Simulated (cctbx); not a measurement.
## Symmetry from intensities

Cell: a = 5.5690 Å, b = 5.6440 Å, c = 12.0560 Å, α = 90.00°, β = 90.00°, γ = 90.00°. Expected content of the cell: Eu4 In8 N8.

The data are simulated with cctbx, not measured: Mo Kα, λ = 0.71073 Å, to d = 0.84 Å, 70 % of the full sphere, strongest reflection 20000 counts, noise from counting, a 6 % proportional error and a noise floor of 4 counts (s.d.); no absorption.

Tests on the unmerged data give:

```text
1865 reflections to d = 0.842 A
centring   violations  <I/sigma> of those
    A          0 of   926     -0.1
    B          0 of   930      0.0
    C          0 of   934      0.0
    I        234 of   917      3.8
    R        309 of  1268      3.6
    F          0 of  1395     -0.0
Laue class    unique    Rint  (classes that these axes allow; Friedel mates merged)
F m m m           109   0.043
space group    extra absences  I>4sigma  <I/sigma>
F 2 2 2                 0          0         -  acentric
F m m 2                 0          0         -  acentric
F 2 m m                 0          0         -  acentric
F m 2 m                 0          0         -  acentric
F m m m                 0          0         -  centric
Wilson B = 0.64 A^2   <|E^2-1|> = 0.787 (0.968 centric, 0.736 acentric)   E^2>4: 0.0 %
shell (A)         n   <I/sigma>
 6.03 - 1.67     15     25.7
 1.67 - 1.33     14     27.0
 1.33 - 1.17     14     29.1
 1.17 - 1.06     14     27.3
 1.06 - 0.98     10     28.4
 0.98 - 0.93     17     25.1
 0.93 - 0.88     13     26.6
 0.88 - 0.84     12     26.5
```

Q: Read the symmetry from these tables.

The reflections that A, B, C and F centring forbids are absent (⟨I/σ⟩ near 0), so the lattice is F. F holds A, B and C together.

Only F m m m fits these axes (Rint 0.043); a search for a hidden higher lattice was not made.

5 settings pass the absence test. No glide or screw absences show, which leaves F 2 2 2, F m m 2, F 2 m m, F m 2 m and F m m m.

⟨|E²−1|⟩ = 0.787 leans to a non-centrosymmetric structure. Here that hint misleads: the statistic assumes many like atoms on general positions, and few, heavy or special-position atoms break it. The Wilson B of 0.64 Å² means U ≈ 0.0081 Å².

The true group is Fmmm (no. 69), Laue class mmm, centrosymmetric. The tables only narrow the choice to the tied entries; cell content, site symmetry and trial solutions must settle it.

The model is made up (kin elements in a known structure type, no relaxation), so it says nothing on whether the phase exists.

[Logs are printed without paths, hosts, clocks, repeated set-up lines and the standing remarks that a program may print on its own settings, such as how far it seeks lower states.]
